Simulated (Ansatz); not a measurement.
# BiB (model cell, started as rocksalt type): from the cell to its phonons

The cell of BiB (model cell, started as rocksalt type) is at rest. What are its phonons? After the zone centre comes a 4×4×4 q mesh on a 12×12×12 k mesh.

Program: Ansatz 0.2.0. Level of theory: DFT PBEsol, scalar-relativistic, plane waves, PAW. Results are calculated unless marked as measured.

The structure was built from a prototype and need not be the compound's stable phase.

**1. Starting point**

It takes space group Fm-3m (No. 225, cubic). Conventional cell: a = 5.208 Å, b = 5.208 Å, c = 5.208 Å, α = 90.00°, β = 90.00°, γ = 90.00°. B has 6 Bi at 2.60 Å nearest. Nearest to Bi lie 6 B at 2.60 Å. Farther neighbours are not listed.

Structure file:

```cif
data_structure
_symmetry_space_group_name_H-M 'Fm-3m'
_symmetry_Int_Tables_number 225
_cell_length_a 5.2079
_cell_length_b 5.2079
_cell_length_c 5.2079
_cell_angle_alpha 90.000
_cell_angle_beta 90.000
_cell_angle_gamma 90.000
_cell_volume 141.25
loop_
_atom_site_label
_atom_site_type_symbol
_atom_site_symmetry_multiplicity
_atom_site_Wyckoff_symbol
_atom_site_fract_x
_atom_site_fract_y
_atom_site_fract_z
_atom_site_occupancy
B1 B 4 a 0.00000 0.00000 0.00000 1
Bi1 Bi 4 b 0.50000 0.00000 0.00000 1
```

**2. Zone-centre response**

The cell comes from relaxations at this level that are not shown. The zone centre comes first: it holds the modes that light can see, as far as symmetry allows. No field response is asked, since the mesh shows no gap.

Input file input.yaml:

```yaml
crystal:
  lattice:
    - [0.0, 2.6039275238, 2.6039275238]
    - [2.6039275238, 0.0, 2.6039275238]
    - [2.6039275238, 2.6039275238, 0.0]
  atoms:
    - { symbol: B, position: [0.0, 0.0, 0.0] }
    - { symbol: Bi, position: [0.5, 0.5, 0.5] }
kpoints:
  mp_grid: { grid: [12, 12, 12] }
hamiltonian:
  xc: pbesol
scf:
  occupations: { method: methfessel_paxton, width: 0.15 }
output:
  eigenvalues: true
phonons:
  method: dfpt
```

Launch:

```bash
$ ansatz run input.yaml --threads 4 --pin off --max-ram 7168MiB --backend cpu --events-out ev --progress --plain --runs-dir out
```

Then come: the dispersion; isotope substitution. Settings of the main run: cutoff 420 eV, 12×12×12 k-mesh, 4×4×4 q-mesh, Methfessel-Paxton occupations, smearing width 0.15 eV.

What does the calculation give for the highest optical mode at the zone centre and lowest optical zone-centre mode?

The masses differ by a factor of 19.3 (Bi against B): the 3 top branches, three for each B, split off, and on this path no mode lies between 113 and 186 cm⁻¹. No mode is imaginary at the 8 irreducible wavevectors solved, but between them the interpolated path dips to 7.4i cm⁻¹, so stability is not settled. The optical modes at Γ form one degenerate level at 238 cm⁻¹.

```
volume per atom                                         : 17.7 Å³
electronic character                                    : no gap on this mesh
highest optical mode at the zone centre (no LO-TO term) : 238 cm⁻¹
lowest optical zone-centre mode                         : 238 cm⁻¹
lowest mode on the q mesh (acoustic modes at Γ apart)   : 41.2 cm⁻¹
highest frequency on the path or at a solved wavevector : 365 cm⁻¹
imaginary modes on the 4×4×4 q mesh                     : none
```

The highest mode in this list at Γ, 237.7 cm⁻¹, is mostly motion of B (95 % of the kinetic energy). With no gap, or one that is small against the smearing, the frequencies hang on the k mesh and the smearing, most of all near Kohn anomalies. Spin-orbit coupling is left out, which can matter for the heavy elements here. The starting cell was built on a prototype and not taken from a measurement, so the phase need not exist. These are harmonic frequencies at zero temperature: anharmonic shifts, linewidths and thermal expansion are left out.

[Logs are printed without paths, hosts, clocks, repeated set-up lines and the standing remarks that a program may print on its own settings, such as how far it seeks lower states.]

[Hosts, paths, dates, database ids (printed as entryN), source tags and the programs' standing remarks are cut or masked in the printed files.]
